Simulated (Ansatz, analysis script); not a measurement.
**FePt (Tetraferroplatinum): energy against the total moment**

Wanted: E(M), the field that holds each moment, and the spin susceptibility of FePt (Tetraferroplatinum).

Calculated with Ansatz 0.2.0; PBE, norm-conserving pseudopotentials.

## 1. Starting point

The structure is tetragonal, space group P4/mmm (No. 123). The conventional cell has a = 2.724 Å, b = 2.724 Å, c = 3.720 Å, α = 90.00°, β = 90.00°, γ = 90.00°. Nearest to Fe lie 8 Pt at 2.68 Å and 4 Fe at 2.72 Å. Pt has 8 Fe at 2.68 Å and 4 Pt at 2.72 Å nearest. Farther neighbours are not listed.

## 2. Starting state

First a free collinear run, to see which state the typed moments lead to.

Contents of input.yaml:

```yaml
crystal:
  lattice:
    - [2.7235, 0.0, 0.0]
    - [0.0, 2.7235, 0.0]
    - [0.0, 0.0, 3.72]
  atoms:
    - { symbol: Fe, position: [0.0, 0.0, 0.0], spin: 2.8 }
    - { symbol: Pt, position: [0.5, 0.5, 0.5] }
magnetization:
  spin_polarized: true
kpoints:
  mp_grid: { grid: [12, 12, 9] }
hamiltonian:
  xc: pbe
  pseudopotentials: { kind: nc }
scf:
  occupations: { method: fermi_dirac, width: 0.1 }
  max_iter: 120
  convergence: { dr2_threshold: 1.0e-08 }
```

The run is started by

```console
$ ansatz run input.yaml --threads 2 --pin off --max-ram 5120MiB --backend cpu --events-out ev --progress --plain --runs-dir out
```

Numbers of over 12 decimals in the logs are rounded to 6 here.

The log of the run:

```text
Engine: ansatz 0.2.0, aarch64-unknown-linux-gnu
Pseudopotentials: kind: nc
Pseudopotential: Fe, nc, valence charge 16, recommended cutoff 1224.512381 eV (normal), Fe.nc.azcp
Pseudopotential: Pt, nc, valence charge 18, recommended cutoff 1142.878222 eV (normal), Pt.nc.azcp
Functional definition: PBE
  parameter kappa = 0.804
  parameter beta = 0.066725
  exchange = pbe_x(kappa = kappa, mu = beta*pi^2/3)
  correlation = pbe_c(beta = beta)
Crystal: 2 atoms, lattice volume = 27.593 Å³
Basis set: ecut = 1224.512381 eV, 2701 PW (Γ)
Bands: 23, of which v1, the nominal top of the filled ones, is band 17 counted from 1 (16 counted from 0)
Symmetry: 16 space group operations
Space group: P4/mmm (ITA 123), of the structure as read, at distance tolerance 3.0e-5 Å
Magnetic group: BNS 123.339 (UNI 999), of the structure as read, at distance tolerance 3.0e-5 Å
k-points: 140 of 1296
Non-local potential: Fe, projectors of the file, l = 0: 2, l = 1: 2, l = 2: 2
Non-local potential: Pt, projectors of the file, l = 0: 2, l = 1: 2, l = 2: 2, l = 3: 2
Initial density: superposition of atomic densities (chi_scale 0.1, normalization cell)
Starting moments: Σ|m| = 2.8 μB on 1 of 2 sites
Initial wavefunctions: pseudopotential atomic-orbital guess
Functional: x = pbe(κ = 0.804, μ = 0.219515), c = pbe(β = 0.066725)
SCF iter   1: F=—  HF=-7092.159277 eV  |F-HF|=—  |Δ(HF+E_count)|=         —  Δρ=2.25e-1 (↑1.12e-1 ↓2.25e-1)  dr2=3.59e1  dr2_m=2.70e0  M=1.491 μB ∫|m|=1.552 μB  β_m=0.30  ethr=3.10e-3  ⟨swp⟩=5.5  Hψ=26158  notcnv=0
preconditioner: auto → none  [metal: Δε(μ)=0.005 eV  Ē_g=9.372 eV  σ=0.100 eV  W_gap=0.01  n_scr=6 (ndim 8)  ℏωp=30.0 eV  f_vac=0.000  D(μ)=2.96/eV (n_scr^D=36)  sad-step TF]
SCF iter   2: F=—  HF=-7090.243081 eV  |F-HF|=—  |Δ(HF+E_count)|=    1.92e0  Δρ=9.99e-2 (↑8.13e-2 ↓9.99e-2)  dr2=4.85e0  dr2_m=6.39e-1  M=2.898 μB ∫|m|=2.926 μB  β_m=1.00  ethr=3.10e-3  ⟨swp⟩=3.8  Hψ=16384  notcnv=0  defer=36
spin-set hold released at iteration 2 (site moments show no strong build): the magnetisation degrees of freedom join the quasi-Newton model from the next iteration; the mixer history was kept
SCF iter   3: F=—  HF=-7089.768316 eV  |F-HF|=—  |Δ(HF+E_count)|=   4.75e-1  Δρ=4.69e-2 (↑1.92e-2 ↓4.69e-2)  dr2=3.99e-1  dr2_m=1.84e-1  M=3.218 μB ∫|m|=3.317 μB  β_m=0.30  ethr=3.10e-3  ⟨swp⟩=2.6  Hψ=13633  notcnv=0  defer=31
SCF iter   4: F=—  HF=-7089.765700 eV  |F-HF|=—  |Δ(HF+E_count)|=   2.62e-3  Δρ=3.04e-2 (↑1.77e-2 ↓3.04e-2)  dr2=1.58e-1  dr2_m=1.07e-1  M=3.265 μB ∫|m|=3.387 μB  β_m=0.46  ethr=1.17e-3  ⟨swp⟩=1.5  Hψ=7945  notcnv=0  defer=31
SCF iter   5: F=—  HF=-7089.769603 eV  |F-HF|=—  |Δ(HF+E_count)|=   3.90e-3  Δρ=5.77e-3 (↑5.77e-3 ↓5.74e-3)  dr2=3.82e-3  dr2_m=7.32e-3  M=3.280 μB ∫|m|=3.432 μB  β_m=0.67  ethr=4.65e-4  ⟨swp⟩=1.5  Hψ=7762  notcnv=0  defer=32
SCF iter   6: F=—  HF=-7089.771110 eV  |F-HF|=—  |Δ(HF+E_count)|=   1.51e-3  Δρ=2.56e-3 (↑2.56e-3 ↓2.40e-3)  dr2=7.53e-4  dr2_m=1.10e-3  M=3.296 μB ∫|m|=3.467 μB  β_m=0.63  ethr=1.12e-5  ⟨swp⟩=2.1  Hψ=11994  notcnv=0  defer=33
SCF iter   7: F=—  HF=-7089.771121 eV  |F-HF|=—  |Δ(HF+E_count)|=   1.03e-5  Δρ=1.10e-3 (↑5.35e-4 ↓1.10e-3)  dr2=1.59e-4  dr2_m=1.34e-4  M=3.292 μB ∫|m|=3.463 μB  β_m=0.81  ethr=2.22e-6  ⟨swp⟩=2.1  Hψ=10095  notcnv=0  defer=33
SCF iter   8: F=—  HF=-7089.771150 eV  |F-HF|=—  |Δ(HF+E_count)|=   2.97e-5  Δρ=3.01e-4 (↑9.57e-5 ↓3.01e-4)  dr2=6.14e-5  dr2_m=3.74e-6  M=3.290 μB ∫|m|=3.460 μB  β_m=0.77  ethr=4.67e-7  ⟨swp⟩=1.3  Hψ=6718  notcnv=0  defer=33
SCF iter   9: F=—  HF=-7089.771144 eV  |F-HF|=—  |Δ(HF+E_count)|=   6.27e-6  Δρ=1.14e-4 (↑4.89e-5 ↓1.14e-4)  dr2=7.42e-6  dr2_m=5.14e-7  M=3.291 μB ∫|m|=3.462 μB  β_m=0.74  ethr=1.80e-7  ⟨swp⟩=1.2  Hψ=6759  notcnv=0  defer=33
SCF iter  10: F=—  HF=-7089.771142 eV  |F-HF|=—  |Δ(HF+E_count)|=   1.66e-6  Δρ=5.44e-5 (↑2.53e-5 ↓5.44e-5)  dr2=3.37e-7  dr2_m=3.69e-7  M=3.291 μB ∫|m|=3.462 μB  β_m=0.87  ethr=2.18e-8  ⟨swp⟩=2.1  Hψ=9177  notcnv=0  defer=33
SCF iter  11: F=—  HF=-7089.771142 eV  |F-HF|=—  |Δ(HF+E_count)|=   5.57e-8  Δρ=1.15e-5 (↑1.15e-5 ↓7.62e-6)  dr2=3.04e-8  dr2_m=1.54e-8  M=3.291 μB ∫|m|=3.462 μB  β_m=0.88  ethr=9.92e-10  ⟨swp⟩=1.9  Hψ=8502  notcnv=0  defer=33
SCF iter  12: F=-7089.771142 eV  HF=-7089.771142 eV  |F-HF|=6.48e-10  |Δ(HF+E_count)|=   3.87e-9  Δρ=2.44e-6 (↑2.04e-6 ↓2.44e-6)  dr2=1.11e-9  dr2_m=8.08e-10  M=3.291 μB ∫|m|=3.462 μB  ethr=2.94e-11  ⟨swp⟩=2.9  Hψ=14115  notcnv=0
SCF 1 converged in 12 iterations: F = -7089.771142 eV  dr2 = 1.11e-9
SCF converged after 12 iterations
Magnetization: 3.2911 μB (18.6456 up, 15.3544 down)
Absolute magnetization: 3.4619 μB (∫|ρ↑−ρ↓|)
Spin contamination: 0.0887 ħ² per cell (⟨S²⟩ above its minimum at these occupations)
Per-site moments (μB) at R_I (Å): [(2.957673, 1.104416), (0.396493, 1.104416)]
Free energy (F): -7089.771142 eV
Harris-Foulkes:  -7089.771142 eV  (|F-HF|=6.48e-10)
Internal energy: -7089.724821 eV  (E = F + TS)
E sigma→0 (E₀):  -7089.747982 eV
Entropy (-TS):   -0.046321 eV (-23.161 meV/atom)
Fermi energy:    20.700260 eV
--- Per-component energies (eV) ---
  E_band       = -363.123071
  E_kinetic    = 2579.808951
  E_local      = -4792.330130  (includes V_loc(G=0)·N_el)
  E_nonlocal   = 30.438129
  E_hartree    = 1397.205554
  E_xc         = -1284.672886
  E_vxc        = -975.449715  (∫ρ·V_xc dr)
  E_ewald      = -5020.174440
  E_smearing   = -0.046321  (= −TS)
  E_closure    = -0.000000  (closes the sum)
  Σ components = -7089.771142   (vs F -7089.771142, Δ=0.00e0)
```

Elapsed: 19 s, on 2 threads of Arm Neoverse V2, shared host; peak memory 0.65 GiB; 36 s of CPU time.

Spin moment in the atom's sphere by atom:

| atom | spin moment in the atom's sphere (μB) |
| --- | --- |
| Fe1 | 2.96 |
| Pt2 | 0.40 |

Tables count atoms from 1; parts of the log count from 0.

The run ends ferromagnetic, with a net moment of 3.29 μB a cell. With one Fe atom carrying the moment, parallel order of its images is forced by the cell, not found.

## 3. Mesh refined

Levels at the Fermi energy are partly filled, so moments and energy differences can hang on the k-mesh, and the state is solved again on a denser one.

input.yaml, the sections that differ from step 2:

```yaml
crystal:
  lattice:
    - [2.7235, 0.0, 0.0]
    - [0.0, 2.7235, 0.0]
    - [0.0, 0.0, 3.72]
  atoms:
    - { symbol: Fe, position: [0.0, 0.0, 0.0], spin: 2.96 }
    - { symbol: Pt, position: [0.5, 0.5, 0.5] }
kpoints:
  mp_grid: { grid: [14, 14, 10] }
basis:
  ecutwfc: 1224.512381
checkpoint:
  read: start
  write: ck
  compress: false
  write_wavefunctions: false
  write_every: 100000
# magnetization, hamiltonian, scf: as in step 2
```

The log of the run:

```text
[...]
SCF converged after 7 iterations
Magnetization: 3.2871 μB (18.6436 up, 15.3564 down)
Absolute magnetization: 3.4574 μB (∫|ρ↑−ρ↓|)
[...]
Per-site moments (μB) at R_I (Å): [(2.956645, 1.104416), (0.393282, 1.104416)]
Free energy (F): -7089.771696 eV
[...]
Internal energy: -7089.725066 eV  (E = F + TS)
E sigma→0 (E₀):  -7089.748381 eV
Entropy (-TS):   -0.046630 eV (-23.315 meV/atom)
Fermi energy:    20.706044 eV
[...]
```

It took 20 s on 2 threads; peak memory 0.84 GiB.

Spin moment in the atom's sphere by atom:

| atom | spin moment in the atom's sphere (μB) |
| --- | --- |
| Fe1 | 2.96 |
| Pt2 | 0.39 |

The run ends ferromagnetic, with a net moment of 3.29 μB a cell, against 3.29 μB on the first mesh.

## 4. Without spin

The state without spin is the zero of E(M).

input.yaml, the sections that differ from step 3:

```yaml
crystal:
  lattice:
    - [2.7235, 0.0, 0.0]
    - [0.0, 2.7235, 0.0]
    - [0.0, 0.0, 3.72]
  atoms:
    - { symbol: Fe, position: [0.0, 0.0, 0.0] }
    - { symbol: Pt, position: [0.5, 0.5, 0.5] }
# kpoints, hamiltonian, scf, basis: as in step 3
# magnetization: removed
# checkpoint: removed
```

The run is started by

```console
$ ansatz run input.yaml --threads 1 --pin off --max-ram 2560MiB --backend cpu --events-out ev --progress --plain --runs-dir out
```

The log of the run:

```text
[...]
Crystal: 2 atoms, lattice volume = 27.593 Å³
Basis set: ecut = 1224.512381 eV, 2701 PW (Γ)
Bands: 21, of which v1, the nominal top of the filled ones, is band 17 counted from 1 (16 counted from 0)
Symmetry: 16 space group operations
[...]
k-points: 216 of 1960
[...]
SCF iter   1: F=—  HF=-7101.425901 eV  |F-HF|=—  |Δ(HF+E_count)|=         —  Δρ=5.82e-1  dr2=1.37e2  ethr=3.10e-3  ⟨swp⟩=5.1  Hψ=18067  notcnv=0
[...]
SCF iter  12: F=-7089.079897 eV  HF=-7089.079897 eV  |F-HF|=9.90e-10  |Δ(HF+E_count)|=   6.11e-9  Δρ=4.65e-6  dr2=1.84e-9  ethr=2.94e-11  ⟨swp⟩=3.0  Hψ=10782  notcnv=0
SCF 1 converged in 12 iterations: F = -7089.079897 eV  dr2 = 1.84e-9
SCF converged after 12 iterations
Free energy (F): -7089.079897 eV
[...]
Internal energy: -7088.932055 eV  (E = F + TS)
E sigma→0 (E₀):  -7089.005976 eV
Entropy (-TS):   -0.147842 eV (-73.921 meV/atom)
Fermi energy:    20.545782 eV
[...]
```

The job ended after 29 s (1 thread; peak memory 0.52 GiB).

The free collinear run lies 692 meV below it.

## 5. Without spin, levels printed

Edit input.yaml of step 4 so:

```diff
@@ -19 +19,3 @@
   ecutwfc: 1224.512381
+output:
+  eigenvalues: true
```

The log of the run:

```text
[...]
Crystal: 2 atoms, lattice volume = 27.593 Å³
Basis set: ecut = 1224.512381 eV, 2701 PW (Γ)
Bands: 21, of which v1, the nominal top of the filled ones, is band 17 counted from 1 (16 counted from 0)
Symmetry: 16 space group operations
[...]
k-points: 216 of 1960
[...]
Fermi energy:    20.545782 eV
[...]
--- Band table (eV; the first three rows and the last of 216) ---
  k-point 0: bands = [... 13 lower, 18.9173, 19.2588, 20.1129, 20.9493, 21.2329, 21.2329, 23.0146, 30.7721]
  k-point 1: bands = [... 13 lower, 18.8654, 19.2812, 20.0482, 20.9219, 21.1186, 21.1186, 22.4194, 31.5179]
  k-point 2: bands = [... 13 lower, 18.7275, 19.3434, 19.8358, 20.8182, 20.8182, 20.8462, 21.1473, 33.2346]
  k-point 215: bands = [... 13 lower, 18.4292, 18.6909, 20.1745, 20.9837, 21.1784, 27.7650, 27.7650, 28.9210]
[key lines of the parts left out:]
SCF converged after 12 iterations
Free energy (F): -7089.079897 eV
```

Wall time 31 s (1 thread); peak memory 0.53 GiB.

## 6. Total moment fixed at 0.364 μB

Two Fermi levels, one a spin, hold the total moment exactly, which reaches states that a free run would leave.

input.yaml, the sections that differ from step 5:

```yaml
crystal:
  lattice:
    - [2.7235, 0.0, 0.0]
    - [0.0, 2.7235, 0.0]
    - [0.0, 0.0, 3.72]
  atoms:
    - { symbol: Fe, position: [0.0, 0.0, 0.0], spin: 0.364 }
    - { symbol: Pt, position: [0.5, 0.5, 0.5] }
magnetization:
  spin_polarized: true
  initial_magnetization: 0.364
  spin_locking: { lock_magnetization: hard }
# kpoints, hamiltonian, scf, basis: as in step 5
# output: removed
```

The log of the run:

```text
[...]
Crystal: 2 atoms, lattice volume = 27.593 Å³
Basis set: ecut = 1224.512381 eV, 2701 PW (Γ)
Bands: 22, of which v1, the nominal top of the filled ones, is band 17 counted from 1 (16 counted from 0)
Symmetry: 16 space group operations
[...]
k-points: 216 of 1960
[...]
Starting moments: Σ|m| = 0.364 μB on 1 of 2 sites
[...]
SCF iter   1: F=—  HF=-7092.944390 eV  |F-HF|=—  |Δ(HF+E_count)|=         —  Δρ=1.86e-1 (↑1.71e-1 ↓1.86e-1)  dr2=5.36e1  dr2_m=2.90e-2  M=0.364 μB ∫|m|=0.365 μB  β_m=0.30  ethr=3.10e-3  ⟨swp⟩=5.1  Hψ=38024  notcnv=0
[...]
SCF iter  19: F=-7089.094758 eV  HF=-7089.094758 eV  |F-HF|=2.14e-9  |Δ(HF+E_count)|=  4.32e-10  Δρ=2.31e-6 (↑7.70e-7 ↓2.31e-6)  dr2=2.31e-9  dr2_m=2.06e-10  M=0.364 μB ∫|m|=0.448 μB  ethr=2.94e-11  ⟨swp⟩=2.0  Hψ=18236  notcnv=0
SCF 1 converged in 19 iterations: F = -7089.094758 eV  dr2 = 2.31e-9
SCF converged after 19 iterations
Stability checked in part: among states of this total moment the steps that led to this state did not find it unstable. No probe was made; neither looks for a lower state of another moment (fixed_total_moment; see scf.lower_state_search)
Magnetization: 0.3640 μB (17.1820 up, 16.8180 down)
Absolute magnetization: 0.4478 μB (∫|ρ↑−ρ↓|)
[...]
Per-site moments (μB) at R_I (Å): [(0.399260, 1.104416), (-0.018132, 1.104416)]
Free energy (F): -7089.094758 eV
[...]
Internal energy: -7088.947389 eV  (E = F + TS)
E sigma→0 (E₀):  -7089.021074 eV
Entropy (-TS):   -0.147369 eV (-73.685 meV/atom)
Fermi energy:    20.552052 (↑ 20.473436, ↓ 20.630668) eV
[...]
```

Wall time 85 s (1 thread); peak memory 0.81 GiB.

The energy is -14.9 meV from the state without spin, and the largest site carries 0.399 μB.

## 7. Total moment fixed at 0.727 μB

input.yaml, the sections that differ from step 6:

```yaml
crystal:
  lattice:
    - [2.7235, 0.0, 0.0]
    - [0.0, 2.7235, 0.0]
    - [0.0, 0.0, 3.72]
  atoms:
    - { symbol: Fe, position: [0.0, 0.0, 0.0], spin: 0.727 }
    - { symbol: Pt, position: [0.5, 0.5, 0.5] }
magnetization:
  spin_polarized: true
  initial_magnetization: 0.727
  spin_locking: { lock_magnetization: hard }
# kpoints, hamiltonian, scf, basis: as in step 6
```

The log of the run:

```text
[...]
Crystal: 2 atoms, lattice volume = 27.593 Å³
Basis set: ecut = 1224.512381 eV, 2701 PW (Γ)
Bands: 22, of which v1, the nominal top of the filled ones, is band 17 counted from 1 (16 counted from 0)
Symmetry: 16 space group operations
[...]
k-points: 216 of 1960
[...]
Starting moments: Σ|m| = 0.727 μB on 1 of 2 sites
[...]
Magnetization: 0.7270 μB (17.3635 up, 16.6365 down)
Absolute magnetization: 0.8570 μB (∫|ρ↑−ρ↓|)
[...]
Per-site moments (μB) at R_I (Å): [(0.777540, 1.104416), (-0.017352, 1.104416)]
Free energy (F): -7089.135353 eV
[...]
Internal energy: -7088.986577 eV  (E = F + TS)
E sigma→0 (E₀):  -7089.060965 eV
Entropy (-TS):   -0.148776 eV (-74.388 meV/atom)
Fermi energy:    20.564822 (↑ 20.420842, ↓ 20.708802) eV
[...]
[key lines of the parts left out:]
SCF converged after 18 iterations
```

The job ended after 83 s (1 thread; peak memory 0.81 GiB).

The energy is -55.5 meV from the state without spin, and the largest site carries 0.778 μB.

## 8. Total moment fixed at 2.545 μB

input.yaml, the sections that differ from step 7:

```yaml
crystal:
  lattice:
    - [2.7235, 0.0, 0.0]
    - [0.0, 2.7235, 0.0]
    - [0.0, 0.0, 3.72]
  atoms:
    - { symbol: Fe, position: [0.0, 0.0, 0.0], spin: 2.545 }
    - { symbol: Pt, position: [0.5, 0.5, 0.5] }
magnetization:
  spin_polarized: true
  initial_magnetization: 2.545
  spin_locking: { lock_magnetization: hard }
# kpoints, hamiltonian, scf, basis: as in step 7
```

The log of the run:

```text
[...]
Crystal: 2 atoms, lattice volume = 27.593 Å³
Basis set: ecut = 1224.512381 eV, 2701 PW (Γ)
Bands: 23, of which v1, the nominal top of the filled ones, is band 17 counted from 1 (16 counted from 0)
Symmetry: 16 space group operations
[...]
k-points: 216 of 1960
[...]
Starting moments: Σ|m| = 2.545 μB on 1 of 2 sites
[...]
Magnetization: 2.5450 μB (18.2725 up, 15.7275 down)
Absolute magnetization: 2.7814 μB (∫|ρ↑−ρ↓|)
[...]
Per-site moments (μB) at R_I (Å): [(2.472484, 1.104416), (0.162595, 1.104416)]
Free energy (F): -7089.627413 eV
[...]
Internal energy: -7089.538643 eV  (E = F + TS)
E sigma→0 (E₀):  -7089.583028 eV
Entropy (-TS):   -0.088770 eV (-44.385 meV/atom)
Fermi energy:    20.639669 (↑ 20.329121, ↓ 20.950218) eV
[...]
[key lines of the parts left out:]
SCF converged after 13 iterations
```

Wall time 62 s (1 thread); peak memory 0.83 GiB.

The energy is -548 meV from the state without spin, and the largest site carries 2.47 μB.

## 9. Total moment fixed at 4 μB

input.yaml, the sections that differ from step 8:

```yaml
crystal:
  lattice:
    - [2.7235, 0.0, 0.0]
    - [0.0, 2.7235, 0.0]
    - [0.0, 0.0, 3.72]
  atoms:
    - { symbol: Fe, position: [0.0, 0.0, 0.0], spin: 4.0 }
    - { symbol: Pt, position: [0.5, 0.5, 0.5] }
magnetization:
  spin_polarized: true
  initial_magnetization: 4.0
  spin_locking: { lock_magnetization: hard }
# kpoints, hamiltonian, scf, basis: as in step 8
```

The log of the run:

```text
[...]
Crystal: 2 atoms, lattice volume = 27.593 Å³
Basis set: ecut = 1224.512381 eV, 2701 PW (Γ)
Bands: 23, of which v1, the nominal top of the filled ones, is band 17 counted from 1 (16 counted from 0)
Symmetry: 16 space group operations
[...]
k-points: 216 of 1960
[...]
Starting moments: Σ|m| = 4 μB on 1 of 2 sites
[...]
Magnetization: 4.0000 μB (19.0000 up, 15.0000 down)
Absolute magnetization: 4.0306 μB (∫|ρ↑−ρ↓|)
[...]
Per-site moments (μB) at R_I (Å): [(3.314825, 1.104416), (0.636584, 1.104416)]
Free energy (F): -7089.538282 eV
[...]
Internal energy: -7089.489184 eV  (E = F + TS)
E sigma→0 (E₀):  -7089.513733 eV
Entropy (-TS):   -0.049098 eV (-24.549 meV/atom)
Fermi energy:    21.136234 (↑ 21.873328, ↓ 20.399140) eV
[...]
[key lines of the parts left out:]
SCF converged after 12 iterations
```

It took 66 s on 1 thread; peak memory 0.84 GiB.

The energy is -458 meV from the state without spin, and the largest site carries 3.31 μB.

7 more runs differ from these in the same keys alone and are tabled below.

(Part 1 of 2 ends here.)

[Logs and program files are shortened in this print: banners, set-up blocks, solver, clock and traceback lines can be left out without a mark of their own.]

[Logs are printed without paths, hosts, clocks, repeated set-up lines and the standing remarks that a program may print on its own settings, such as how far it seeks lower states.]

[Hosts, paths, dates, database ids (printed as entryN), source tags and the programs' standing remarks are cut or masked in the printed files.]
